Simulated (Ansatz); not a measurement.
# Convergence of a linear-scaling basis for liquid SiO0.5 at 3700 K (79 atoms), part 3 of 3

Aim: test how closely localised support functions follow the reference on liquid SiO0.5 at 3700 K (79 atoms), and at what cost. A setting counts as converged where the r.m.s. difference of forces stays under 1 % of the r.m.s. force.

Ansatz 0.2.0; Kohn-Sham DFT, PBE, PAW (set soft_2), plane waves.

The cell: 53 Si and 26 O. The network of bonds at the start is that of the classical potential that made the cell. Only the Γ point is sampled, in a cell whose shortest periodic width is 11 Å.

So far. Step 11 (Support functions medium, radius 5.28 Å): Forces differ from the reference by 0.39 meV/Å r.m.s., 0.020 % of their size, well within a tolerance of 1 %; the energy by -2.7 meV/atom. It took roughly 26 times the reference's time (one timing each, with unlike analyses asked), in 16 cycles against 11.

## Step 12: Support functions medium, radius 5.87 Å

Level of this step: Kohn-Sham DFT, PBE, PAW (set soft_2), localised support functions (medium) (Ansatz).

The radius confines each support function; a larger one gives more freedom and more work per atom.

Input file input.yaml:

```yaml
crystal:
  lattice:
    - [11.195, 0.0, 0.0]
    - [0.0, 11.195, 0.0]
    - [0.0, 0.0, 11.195]
  atoms:
    [... the 79 atom lines of step 2 ...]
kpoints:
  mp_grid: { grid: [1, 1, 1] }
hamiltonian:
  xc: pbe
scf:
  occupations: { method: fermi_dirac, width: 0.025 }
  eigensolver: { kind: { support_functions: { accuracy: medium, radius: 5.87 } } }
  max_iter: 150
output:
  forces: true
  eigenvalues: true
```

Started as:

```
$ ansatz run input.yaml --threads 4 --pin off --max-ram 8192MiB --backend cpu --events-out ev --progress --plain --runs-dir out
```

What it wrote:

```text
Warning: scf.eigensolver.kind.support_functions: disabling space-group detection — the functions' gradient is summed over unrotated k-points, so no spatial operation reduces the k-mesh or symmetrises the density; time reversal is kept, so that k and −k are solved as one point where they differ and the mesh holds both, and exact exchange and, on two spinor components, a DFT+U term hold to it where the run has them: [...]
Warning: basis.ecutwfc = 464 eV, auto-derived: no grid that the accuracy of the support functions lays serves the files at the lower one that their records recommend; a deck with other species or settings can derive another value
settings of this run that can trade accuracy for cost: scf.eigensolver.kind.support_functions [...]
Engine: ansatz 0.2.0, aarch64-unknown-linux-gnu
Pseudopotentials: kind: paw
Pseudopotential: Si, paw, valence charge 4, recommended cutoff 420 eV (normal), Si.paw.azcp
Pseudopotential: O, paw, valence charge 6, recommended cutoff 420 eV (normal), O.paw.azcp
[... 5 lines on functional and potentials left out ...]
Error: memory limit exceeded: the `scf loop` phase needs 9.28 GiB against the run's memory maximum of 8.00 GiB; largest carriers: support functions 8.00 GiB, unmodelled-tail allowance 0.36 GiB, density mixer 0.32 GiB, support function tables 0.21 GiB, ion tables 0.19 GiB; [...]
with nothing else changed it takes a maximum of at least 9.29 GiB, with nothing to spare, and 10.22 GiB leaves up to a tenth: --max-ram 10.22GiB where that set the maximum, else more of the term that did, and with no share typed, where 10.22 GiB is over 0.88 of the host's memory or its container's limit, [...]
```

The job ended after 3.9 s (4 threads of Arm Neoverse V1, shared host; peak memory 0.53 GiB).

The program refused the input before any cycle.

The program's message: “Error: memory limit exceeded: the `scf loop` phase needs 9.28 GiB against the run's memory maximum of 8.00 GiB; largest carriers: support functions 8.00 GiB, unmodelled-tail allowance 0.36 GiB, densit …”

The refusal is over memory: the job needs 9.28 GiB where 8.00 GiB were allowed.

## Step 13: Support functions medium, radius 5.87 Å

After the refusal for memory the run is tried again with basis.xc_grid typed, in the hope of saving memory. Against the reference, the basis becomes support functions and the exchange-correlation grid changes.

Edit input.yaml of step 12 so:

```diff
@@ -18 +18,3 @@
   eigenvalues: true
+basis:
+  xc_grid: 1
```

What it wrote:

```text
Warning: scf.eigensolver.kind.support_functions: disabling space-group detection — the functions' gradient is summed over unrotated k-points, so no spatial operation reduces the k-mesh or symmetrises the density; time reversal is kept, so that k and −k are solved as one point where they differ and the mesh holds both, and exact exchange and, on two spinor components, a DFT+U term hold to it where the run has them: [...]
Warning: basis.ecutwfc = 464 eV, auto-derived: no grid that the accuracy of the support functions lays serves the files at the lower one that their records recommend; a deck with other species or settings can derive another value
Warning: support functions under the default level of basis.xc_grid: at basis.xc_grid: 1 exchange and correlation are summed on fewer points, where forces can miss the bounds of the functions' level; take no difference of energies between a run at 1 and one at another level, and run at basis.xc_grid: [...]
settings of this run that can trade accuracy for cost: scf.eigensolver.kind.support_functions [...]
Engine: ansatz 0.2.0, aarch64-unknown-linux-gnu
Pseudopotentials: kind: paw
Pseudopotential: Si, paw, valence charge 4, recommended cutoff 420 eV (normal), Si.paw.azcp
Pseudopotential: O, paw, valence charge 6, recommended cutoff 420 eV (normal), O.paw.azcp
[... 5 lines on functional and potentials left out ...]
Error: memory limit exceeded: the `scf loop` phase needs 9.26 GiB against the run's memory maximum of 8.00 GiB; largest carriers: support functions 8.00 GiB, unmodelled-tail allowance 0.36 GiB, density mixer 0.32 GiB, support function tables 0.21 GiB, iteration grids 0.19 GiB; [...]
with nothing else changed it takes a maximum of at least 9.26 GiB, with nothing to spare, and 10.19 GiB leaves up to a tenth: --max-ram 10.19GiB where that set the maximum, else more of the term that did, and with no share typed, where 10.19 GiB is over 0.88 of the host's memory or its container's limit, [...]
```

It took 3.9 s on 4 threads; peak memory 0.52 GiB; 12 s of CPU time.

The input was rejected at the start.

The program's message: “Error: memory limit exceeded: the `scf loop` phase needs 9.26 GiB against the run's memory maximum of 8.00 GiB; largest carriers: support functions 8.00 GiB, unmodelled-tail allowance 0.36 GiB, densit …”

The refusal is over memory: the job needs 9.26 GiB where 8.00 GiB were allowed.

## Step 14: What each setting buys

Each row is set against the plane-wave reference (Kohn-Sham DFT, PBE, PAW (set soft_2), plane waves; r.m.s. force component 1.96 eV/Å). Energies are set beside the reference only for runs with its functional, potentials and electron count. Times are for 4 threads of Arm Neoverse V1, shared host. The reference's time includes the DOS, ELF, the stress and grids, which some other runs skip.

```csv
run,"Δ force, r.m.s. (meV/Å)",share of r.m.s. force (%),Δ energy (meV/atom),cycles,time,host memory (GiB)
reference,-,-,-,11,18 s,1.4
support functions medium,0.446,0.0227,-2.66,16,2.4 min,4.2
support functions low,0.458,0.0233,-2.67,14,90 s,2.9
"support functions medium, radius 3.8 Å",0.497,0.0253,-2.66,16,2.3 min,4.0
"support functions medium, radius 4.11 Å",0.393,0.02,-2.66,16,3 min,4.6
"support functions medium, radius 4.38 Å",0.383,0.0195,-2.66,16,3.6 min,5.0
"support functions medium, radius 4.7 Å",0.381,0.0194,-2.66,16,4.8 min,5.6
"support functions medium, radius 5.28 Å",0.385,0.0196,-2.66,16,7.5 min,7.1
```

## Step 15: The reference in detail

The comparisons rest on this run, so its electronic structure is set out here.

Length of the force by element and coordination:

```csv
element,coordination,atoms,mean length of the force (eV/Å),spread,least,most
O,all,26,3.06,1.72,0.567,8.04
Si,all,53,2.81,1.82,0.213,10.2
```

Löwdin charges by element and coordination (they lack the spilled electrons, 0.074 e an atom on average):

```csv
element,coordination,atoms,mean charge (e),spread,least,most
O,all,26,-0.706,0.0255,-0.753,-0.660
Si,all,53,0.457,0.339,-0.114,1.30
```

States in the cell by windows of 1 eV, zero at the Fermi level; the larger projections on atomic orbitals stand beside the total:

```csv
from (eV),to (eV),total,Si p,O p,Si s
-18,-13,0.0,0.0,0.0,0.0
-13,-12,10.8,1.2,5.5,3.9
-12,-11,20.2,2.5,9.6,7.6
-11,-10,20.0,3.6,9.4,6.6
-10,-9,21.0,4.7,9.8,6.1
-9,-8,26.1,6.9,13.0,5.6
-8,-7,28.4,8.3,14.8,4.6
-7,-6,33.8,9.9,18.9,4.2
-6,-5,31.6,9.4,16.8,4.6
-5,-4,30.4,9.8,15.8,3.8
-4,-3,23.2,11.4,7.5,3.6
-3,-2,18.0,10.7,3.5,3.0
-2,-1,22.7,15.2,2.8,3.3
-1,0,28.9,19.5,3.0,4.4
0,1,28.0,18.2,2.6,4.6
1,2,30.2,19.3,2.3,4.8
2,3,33.3,20.1,2.4,5.3
3,4,33.2,19.1,2.0,4.6
```

Between -25 and -18 eV lie 52 more states.

The levels nearest the highest filled one (over half full), pooled over k-points and spins:

```csv
level less the highest filled one (eV),occupation
-0.357,2
-0.244,2
-0.203,2
-0.165,2.00
-0.0639,1.96
0,1.56
0.0666,0.399
0.113,0.076
0.182,0.005
0.270,0
0.303,0
0.331,0
```

ELF in the bc plane at fractional x = 0.122, with atoms of Si and O within 0.2 Å of it. It is the smooth field of the valence electrons, not physical close to the nuclei.

Ten even steps from '_' (0.00) to '@' (0.93), each cell a mean:
```
%%**####==::**%%%%%%++::----..__............::==##%%%%++..::**
**####==..::##**==####======::..__________..--##@@@@@@%%++::--
::--::..__::##%%####**======----::..______..==##@@@@@@@@##==::
==--::..__..--****==::::------==++--..____::==**%%%%%%@@%%**++
##**==::..____....____........------..__..::::--==++**##%%####
++##**++--::........____..::..__________............--==++==--
==##%%%%%%**--::::..__--##%%##++..______....________..::::..==
==%%@@@@%%**++==::....++%%**##%%++..______________..::----::::
==++####**++++**==....**%%**##%%++..______________..--====----
::--==**++++##@@##--..--**##**==..____..::::::____..--==--::..
::==**######%%%%##--::::::--::..______::**##**--..__..::..__..
==**######**++==--::--======::..____..==%%@@%%**--..______..::
**++++**##**--......==##%%##++--......==%%@@%%##++::____..::==
##******%%**--..__::**####++====--....--##@@@@@@##==......--++
##%%%%%%%%**::__..--####++++======..__..++%%@@@@%%++::....::++
**######**==....::++##%%**++**##**::____..==##%%##++::....::==
----==--::..__::==**########%%@@##--....__..::==++==::..__..::
......______..==**######****####++--....______..::::..________
__________..--**##**++**##**++==--::..________________________
______..::==**%%%%++==++####==--++++==..______________________
______..==##@@@@@@##++**##++--**%%%%##==..____________________
----::::==##@@@@@@%%####**::==%%**++%%**--::::..____________::
%%%%##**==--++**++------::..==%%%%##%%**----::....________::**
%%**##%%**::--====::..........++####++--::::::::--==--..__--%%
```
Columns run along b (11.2 Å), rows up along c (11.2 Å). Atoms in or near the plane, at fractional coordinates: Si at (0.97, 0.72), Si at (0.34, 0.17), Si at (0.44, 0.38), O at (0.54, 0.09), O at (0.43, 0.66), O at (0.05, 0.99), O at (0.26, 0.92).

Valence density in the bc plane at fractional x = 0.122, with atoms of Si and O within 0.2 Å of it. It is the smooth field of the valence electrons, not physical close to the nuclei.

Ten steps, logarithmic in the rise over the least value, from '0' (0.0 e/Å³) to '9' (6.8 e/Å³), each cell a mean:
```
8986435786422211111111111222224
5654236998532221100001122333223
3332135887533222110001123344332
3221113444322222221001122334433
3321111222111222221001112233444
3332211121112222110000001123333
3443332222235664210000000123321
3444433332258986310000000123433
3334333332257986310000001234443
2233333332235553210111111123322
2233443322223322111122221112211
2334332211223322111233332111112
3333321111233433222234443211122
4433321101234333322234443211123
3443321001233223321233443211122
2322110011233334321122332211112
1111100112334444321111111110001
0000000123334433321110000000000
0000011233344433321100000000000
0000112333234434443100000000000
0011223444334345775310000000000
2222334444333347998421000000001
5665433332222236887421100000013
8986434443211123554211111110124
```
Columns run along b (11.2 Å), rows up along c (11.2 Å). Atoms in or near the plane, at fractional coordinates: Si at (0.97, 0.72), Si at (0.34, 0.17), Si at (0.44, 0.38), O at (0.54, 0.09), O at (0.43, 0.66), O at (0.05, 0.99), O at (0.26, 0.92).

Mean Löwdin charges: O -0.71, Si +0.46 e (they miss 1.6 % of the electrons, so they add up to more than the cell's charge). Within 0.4 eV of the Fermi level the largest share is Si p (72 % of the projected weight).

## Step 16: Distances and neighbours

These statistics describe the geometry on which the runs were made.

Density 2.25 g/cm³, 17.76 Å³ an atom.

g(r), total and by pair (bins of 0.1 Å):

```csv
r (Å),total,Si-Si,Si-O,O-O
1.35,0.00,0.00,0.00,0.00
1.45,0.16,0.00,0.37,0.00
1.55,1.78,0.00,4.03,0.00
1.65,1.59,0.00,3.59,0.00
1.75,2.55,0.00,5.78,0.00
1.85,0.94,0.00,2.13,0.00
1.95,0.48,0.00,1.09,0.00
2.05,0.17,0.00,0.39,0.00
2.15,0.61,1.01,0.18,0.70
2.25,1.05,1.72,0.00,2.58
2.35,0.65,1.30,0.00,0.59
2.45,1.25,2.65,0.00,0.54
2.55,1.05,1.84,0.38,0.52
2.65,0.71,0.45,0.70,1.88
2.75,0.52,0.21,0.86,0.45
2.85,0.84,0.98,0.70,0.81
2.95,1.16,1.28,0.84,1.93
3.05,0.92,1.28,0.52,1.06
3.15,0.76,0.88,0.66,0.66
3.25,1.08,0.90,1.31,0.94
3.35,1.02,0.85,1.22,0.89
3.45,1.26,1.26,1.36,0.83
3.55,0.77,0.44,1.22,0.27
3.65,1.13,0.96,1.34,0.99
3.75,1.10,1.02,1.15,1.19
3.85,1.09,1.13,1.09,0.89
3.95,0.94,1.02,1.04,0.21
4.05,1.44,1.56,1.43,1.00
4.15,0.77,0.83,0.71,0.77
4.25,1.33,1.23,1.48,1.10
4.35,0.93,1.01,0.90,0.70
4.45,1.12,1.05,0.82,2.67
4.55,0.86,0.77,0.98,0.79
4.65,0.84,0.73,0.82,1.38
4.75,1.20,1.37,1.04,1.17
4.85,0.83,0.88,0.82,0.70
4.95,0.96,0.91,1.03,0.94
5.05,0.79,0.81,0.73,0.91
5.15,1.01,0.93,1.00,1.37
5.25,1.12,1.12,1.20,0.72
5.35,1.01,1.06,1.07,0.58
5.45,1.05,0.96,1.18,0.89
5.55,1.08,1.16,0.95,1.29
```

Local excerpt of 10 atoms (numbers count through the whole input) about Si53, which bears the longest force; x, y, z are measured from there.

```csv
atom,x,y,z,distance (Å),Löwdin charge (e),Fx,Fy,Fz (eV/Å)
Si53,0.00,0.00,0.00,0.00,0.81,9.64,-0.80,-3.18
O69,-1.37,0.31,0.53,1.50,-0.72,-5.60,1.80,0.95
O71,-0.18,0.54,-1.79,1.88,-0.70,0.62,-2.54,3.71
Si3,-0.06,-2.30,0.18,2.31,0.53,2.55,-0.85,-1.93
Si26,2.07,1.25,0.73,2.53,-0.04,-0.71,-1.39,-0.15
O67,-1.17,-2.09,1.31,2.73,-0.73,-1.64,1.15,2.45
Si51,-2.02,-0.68,1.89,2.85,0.70,-0.57,-1.73,1.82
Si44,-2.31,1.76,0.26,2.92,0.89,-3.55,0.01,1.05
Si43,-0.96,-0.62,-2.77,2.99,0.23,-1.46,-2.36,-2.09
Si18,-0.03,2.09,-2.23,3.06,0.94,4.47,1.97,-1.32
```

## Step 17: Outcome

| Quantity | Value |
| --- | --- |
| free energy per atom | -612.7513 eV/atom |
| pressure | 6.707 GPa |
| r.m.s. force component | 1.962 eV/Å |
| wall time of the 8 DFT runs | 25 min |

In words: Against plane waves at 420 eV, the forces differ by 0.45 meV/Å (0.023 %) with support functions medium, and by 0.38 meV/Å in the closest run (support functions medium, radius 4.7 Å). At 79 atoms the fastest of the runs at a preset level, support functions low, takes roughly 5.1 times the time of plane waves (whose run also made extra analyses), in 14 SCF cycles against 11. Differences between support functions and plane waves include what basis error the plane-wave run still has. As the radius goes from 3.8 to 5.28 Å, the force difference goes from 0.50 to 0.39 meV/Å, and the time from 2.3 min to 7.5 min.

4 levels are partly filled, by over 2 % (at Γ alone): the run gives no sign of a gap.

**Limits.** The force components of 2.0 eV/Å r.m.s. hold both thermal displacement and the mismatch between the potential that made the cell and DFT. The pressure of 6.7 GPa is that of one thermal frame, in which the classical model's bond lengths enter as well as the volume, without the kinetic term. The pressure of a single frame lacks the kinetic term.

[Long decimals in the printed logs are rounded to 6 places.]

[Logs are printed without paths, hosts, clocks, repeated set-up lines and the standing remarks that a program may print on its own settings, such as how far it seeks lower states.]

[Hosts, paths, dates, database ids (printed as entryN), source tags and the programs' standing remarks are cut or masked in the printed files.]
